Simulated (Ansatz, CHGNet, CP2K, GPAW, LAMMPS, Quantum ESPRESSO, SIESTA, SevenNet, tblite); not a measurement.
**Running amorphous Hg30S21Se9 (60 atoms) with tblite**

Aim: run amorphous Hg30S21Se9 (60 atoms) in tblite and see how near its forces come to a plane-wave reference, and at what cost.

Program: tblite 0.8.0. Level of theory: the method is named at each step. Results are calculated unless marked as measured.

## 1. Starting point

The cell holds 60 atoms: 30 Hg, 21 S and 9 Se. Its edges and angles: a = 11.895 Å, b = 11.895 Å, c = 11.895 Å, α = 90.0°, β = 90.0°, γ = 90.0°. 60 atoms (30 Hg, 21 S, 9 Se) placed at random at 7.3 g/cm³, melted at 2500 K for 10 ps at fixed volume with the Stillinger-Weber II-VI potential (Zhou et al., Phys. Rev. B 88, 085309 (2013)). Quenched from 2500 K to 300 K at 3 K/ps and fixed volume, held 5 ps, then minimised at fixed cell.

The yardstick, on the same geometry:

| Property | Result |
| --- | --- |
| method | Kohn-Sham DFT, PBE, SSSP efficiency 1.3.0 pseudopotentials, plane waves (Quantum ESPRESSO 7.5); sssp-pbe-1.3.0-efficiency, cutoffs 45/360 Ry, Γ point |
| r.m.s. force component | 0.4116 eV/Å |
| longest force | 1.594 eV/Å |
| pressure | -0.0453 GPa |
| time | 6.6 min on 4 MPI ranks of Arm Neoverse V1, shared host |
| CPU time | 26 min |

## 2. GFN1-xTB

Method: GFN1-xTB tight binding, diagonalisation.

File run.py:

```python
import numpy as np
from ase.io import read
from tblite.ase import TBLite

atoms = read("structure.xyz")
atoms.calc = TBLite(method="GFN1-xTB", electronic_temperature=580, accuracy=1.0, max_iterations=250, mixer_damping=0.4, verbosity=1)
energy = atoms.get_potential_energy()
forces = atoms.get_forces()
print(f"energy {energy:.6f} eV")
print("forces (eV/A)")
for i, (a, f) in enumerate(zip(atoms, forces)):
    print(f"{i:4d} {a.symbol:2s} {f[0]:10.5f} {f[1]:10.5f} {f[2]:10.5f}")
stress = -atoms.get_stress(voigt=False) * 160.21766
print("stress (GPa, compression positive)")
for row in stress:
    print(" ".join(f"{x:10.4f}" for x in row))
print("charges (e)")
print(np.array2string(atoms.get_charges(), precision=4, suppress_small=True, max_line_width=110, threshold=100000))
```

File structure.xyz:

```xyz
60
Lattice="11.89490 0.00000 0.00000 0.00000 11.89490 0.00000 0.00000 0.00000 11.89490" Properties=species:S:1:pos:R:3 pbc="T T T"
Hg 0.83276 9.35986 2.53980
Hg 0.79327 8.09983 11.57005
Hg 11.37628 5.57776 9.04072
Hg 5.98076 11.54804 1.72500
Hg 8.80020 7.82673 8.88394
Hg 8.66056 10.01313 6.26730
Hg 6.15050 7.40136 3.16678
Hg 9.41600 1.40384 11.68638
Hg 5.12266 7.36996 11.20916
Hg 3.81065 3.01191 2.96897
Hg 5.10267 11.15504 4.70550
Hg 8.93723 5.25992 0.05495
Hg 5.26516 7.16454 7.00443
Hg 0.83895 0.70763 5.71847
Hg 10.32144 6.74274 3.95137
Hg 10.14207 3.25873 6.25577
Hg 9.15753 9.14456 0.66718
Hg 0.13049 3.55087 2.25765
Hg 1.53111 5.09459 5.32261
Hg 1.79351 2.47188 9.73157
Hg 9.44324 0.22862 3.60606
Hg 4.97492 2.75355 10.95925
Hg 7.27088 4.10778 8.85920
Hg 7.63272 3.53302 3.27169
Hg 11.31812 11.07927 8.77463
Hg 1.68313 11.83804 0.65553
Hg 0.54871 8.15752 6.31512
Hg 3.53136 10.67805 8.76559
Hg 7.02989 0.90592 7.97113
Hg 4.83314 3.15536 6.60333
S 11.14112 2.04616 4.22174
S 7.47487 3.23494 5.88631
S 11.23461 10.38449 6.15716
S 5.65591 4.91842 2.39777
S 5.19165 8.74085 9.01931
S 10.95925 5.76106 6.39506
S 6.34343 5.05569 11.38687
S 9.74228 4.76058 2.44619
S 7.63438 10.30622 8.67376
S 7.93426 1.32307 1.92019
S 10.21665 9.67329 3.06389
S 7.77617 6.15442 7.11125
S 2.74844 6.44953 11.81152
S 4.65412 8.55933 4.90082
S 2.24766 5.10374 2.52077
S 1.92614 4.97266 9.45062
S 8.16204 7.93568 4.72132
S 7.42063 0.19353 5.35532
S 10.23806 7.26909 11.00124
S 3.48437 5.27574 7.02156
S 1.97907 7.70159 4.16345
Se 6.50377 8.94508 1.05222
Se 0.18390 2.04081 0.06055
Se 1.44142 10.37104 10.34333
Se 3.45452 1.35923 5.14228
Se 4.33379 1.40407 8.66948
Se 3.99086 1.24361 1.01345
Se 9.68126 3.55705 9.88918
Se 9.30300 10.92392 10.54090
Se 11.68507 1.75652 8.12101
```

The run is started by

```bash
> OMP_NUM_THREADS=1 python run.py > output.txt
```

Output:

```text
------------------------------------------------------------
  cycle        total energy    energy error   density error
------------------------------------------------------------
      1     -134.2423434999  -1.3385100E+02   6.0849281E-01
      2     -125.2261918268   9.0161517E+00   5.3819720E-01
      3     -130.9921636685  -5.7659718E+00   4.1103693E-01
      4     -134.3330570907  -3.3408934E+00   2.7891017E-01
      5     -135.4419342846  -1.1088772E+00   1.6922047E-01
      6     -135.8011155807  -3.5918130E-01   1.1620682E-01
      7     -136.0482620005  -2.4714642E-01   6.9370221E-02
      8     -136.1512196918  -1.0295769E-01   4.1539973E-02
      9     -136.1849012213  -3.3681529E-02   1.7226225E-02
     10     -136.1770334881   7.8677332E-03   2.2769963E-02
     11     -136.1797977712  -2.7642831E-03   2.0296817E-02
     12     -136.1888650856  -9.0673144E-03   9.0324996E-03
     13     -136.1907923560  -1.9272704E-03   4.9298194E-03
     14     -136.1909440069  -1.5165094E-04   3.6012465E-03
     15     -136.1912704647  -3.2645775E-04   1.5104235E-03
     16     -136.1913224288  -5.1964113E-05   8.2203362E-04
     17     -136.1913435929  -2.1164063E-05   2.9485584E-04
     18     -136.1913453571  -1.7642498E-06   1.4873456E-04
     19     -136.1913453778  -2.0694046E-08   1.3385806E-04
     20     -136.1913457498  -3.7198677E-07   6.6449226E-05
     21     -136.1913458738  -1.2400335E-07   1.2229170E-05
------------------------------------------------------------
 total:                                   1.676 sec
energy -3705.955286 eV
forces (eV/A)
   0 Hg    0.51159    0.42247   -0.35821
   1 Hg    0.75208   -0.52209    0.11590
   2 Hg    0.25251   -0.42428    0.09428
   3 Hg    0.08569   -0.28229   -0.12884
   4 Hg   -0.71974   -0.32018   -0.53751
   5 Hg   -0.16210   -0.51826   -0.95028
   6 Hg   -0.24885   -0.48306    0.44045
   7 Hg    0.35204    0.36356   -0.16646
   8 Hg   -0.43499   -0.18198   -0.00192
   9 Hg    0.11438    1.15426   -0.07822
  10 Hg   -0.06179   -0.45895    0.21737
  11 Hg   -0.10105   -0.44292    0.15705
  12 Hg    0.04677    0.11186   -0.36431
  13 Hg    0.11205    0.28301    0.23046
  14 Hg   -1.03861    0.54716    0.24682
  15 Hg   -0.38173   -0.07475    0.09467
  16 Hg   -0.20359    0.16211    0.44176
  17 Hg    0.16801    0.19512   -0.10985
  18 Hg    0.74098    0.79093   -0.82322
  19 Hg   -0.45602    0.49960   -0.14396
  20 Hg    0.09421   -0.12052    0.19058
  21 Hg    0.06634    0.49743    0.43797
  22 Hg    0.46498    0.99622   -0.28759
  23 Hg   -0.42847    0.30971    0.13233
[...]
52 Se    0.09547   -0.30692    0.39060
  53 Se    0.10783   -0.10766   -0.54419
  54 Se   -0.05937   -0.09079   -0.52965
  55 Se    0.39740   -0.04939    0.68408
  56 Se    0.21950   -0.15157   -0.21942
  57 Se   -0.78634    0.40338    0.29859
  58 Se   -0.26736    0.10862   -0.50906
  59 Se    0.28797   -0.46923   -0.88153
stress (GPa, compression positive)
   -1.0815    -0.6939     0.4348
   -0.6939    -1.3866     0.1278
    0.4348     0.1278    -1.0782
charges (e)
[ 0.1458  0.2397  0.2749  0.2175  0.3111  0.3187  0.2892  0.1841  0.2648  0.2156  0.2179  0.2885  0.3012
  0.2086  0.3377  0.3069  0.2228  0.2357  0.2782  0.1967  0.3359  0.2718  0.1874  0.3181  0.1639  0.1051
  0.3222  0.2353  0.2561  0.2583 -0.3604 -0.3339 -0.3231 -0.3511 -0.3255 -0.2998 -0.2845 -0.3155 -0.2181
 -0.3311 -0.3282 -0.2757 -0.22   -0.3052 -0.2566 -0.2611 -0.3253 -0.3301 -0.3131 -0.2986 -0.2529 -0.117
 -0.1519 -0.145  -0.1554 -0.111  -0.1137 -0.1539 -0.0681 -0.1839]
```

Elapsed: 2.2 s, on 1 thread of Arm Neoverse V1, shared host; peak memory 0.13 GiB.

Banners, paths, timers and routine set-up lines are dropped from the logs unmarked, and long logs keep their key lines alone; longer cuts are marked.

Compared with the plane-wave run:

- r.m.s. force component: 0.4542 eV/Å
- r.m.s. difference of force components: 261.8 meV/Å
- longest difference of force vectors: 894.9 meV/Å
- force difference over r.m.s. force: 63.6 %
- slope of forces against the reference's: 0.9065
- correlation of force components: 0.8215
- pressure: -1.182 GPa
- pressure difference: -1.137 GPa

Length of the force difference by element (eV/Å):

```
element  atoms  mean  most
     Hg     30  0.39  0.86
      S     21  0.44  0.89
     Se      9  0.40  0.70
```

Local excerpt of 9 atoms (numbers count through the whole input) about S43, which has 2 bonded neighbours where the commonest count for S is 3; x, y, z are measured from there.

```
atom      x      y      z  distance (Å)  bonds  Mulliken charge (e)     Fx     Fy  Fz (eV/Å)
 S43   0.00   0.00   0.00          0.00      2                -0.22  -0.63  -0.39      -0.34
 Hg2  -1.96   1.65  -0.24          2.57      3                 0.24   0.75  -0.52       0.12
 Hg9   2.37   0.92  -0.60          2.62      4                 0.26  -0.43  -0.18       0.00
 S46  -0.82  -1.48  -2.36          2.90      2                -0.26   0.46   0.67       0.36
 S45  -0.50  -1.35   2.60          2.97      3                -0.26  -0.95  -1.01       0.73
 S37   3.59  -1.39  -0.42          3.88      4                -0.28   0.17  -0.49      -1.01
 S34   2.91  -1.53   2.48          4.12      3                -0.35   0.61  -0.37       0.53
 S35   2.44   2.29  -2.79          4.36      3                -0.33   0.08   0.23      -0.19
 Hg1  -1.92   2.91   2.62          4.36      2                 0.15   0.51   0.42      -0.36
```

Atoms are counted from 1 here, from 0 in the log.

Forces lie 64 % from the reference's, at 0.0014 times its CPU time (on 1 against 4 cores).

## 3. Summary of results

| Item | Value |
| --- | --- |
| force difference from the reference | tblite GFN1-xTB, 64 % |
| its CPU time | 2.2 s |

**Reading.** Tight binding differs by 64 % (tblite GFN1-xTB); it is another model, with fitted parameters of its own, and the xTB methods hold dispersion. One electronic-structure run takes under half the reference's CPU time: tblite GFN1-xTB, at 64 % in 2.2 s against 26 min, too far off to be of use. Periodic xTB results under one method name differ between programs and library versions. The reference's pressure holds the uncorrected Pulay stress of its 45 Ry basis, so small pressure differences, and their order, may be the reference's own error. The quench rate of 3 K/ps is many orders above laboratory rates, so the cell is likely richer in defects and strain than a real sample. The network of bonds at the start is that of the classical potential that made the cell, and needn't be the one that DFT or experiment would give. The electronic-structure runs sample only Γ, in a cell whose shortest periodic width is 12 Å, which is coarse for a cell with partly filled levels. Spin–orbit coupling is left out, which matters for the levels of the heavy elements.

[Also dropped from logs without a mark: logging warnings of Python, and SIESTA's first energy breakdown and zero terms.]

[Logs are printed without paths, hosts, clocks, repeated set-up lines and the standing remarks that a program may print on its own settings, such as how far it seeks lower states.]

[Hosts, paths, dates, database ids (printed as entryN), source tags and the programs' standing remarks are cut or masked in the printed files.]
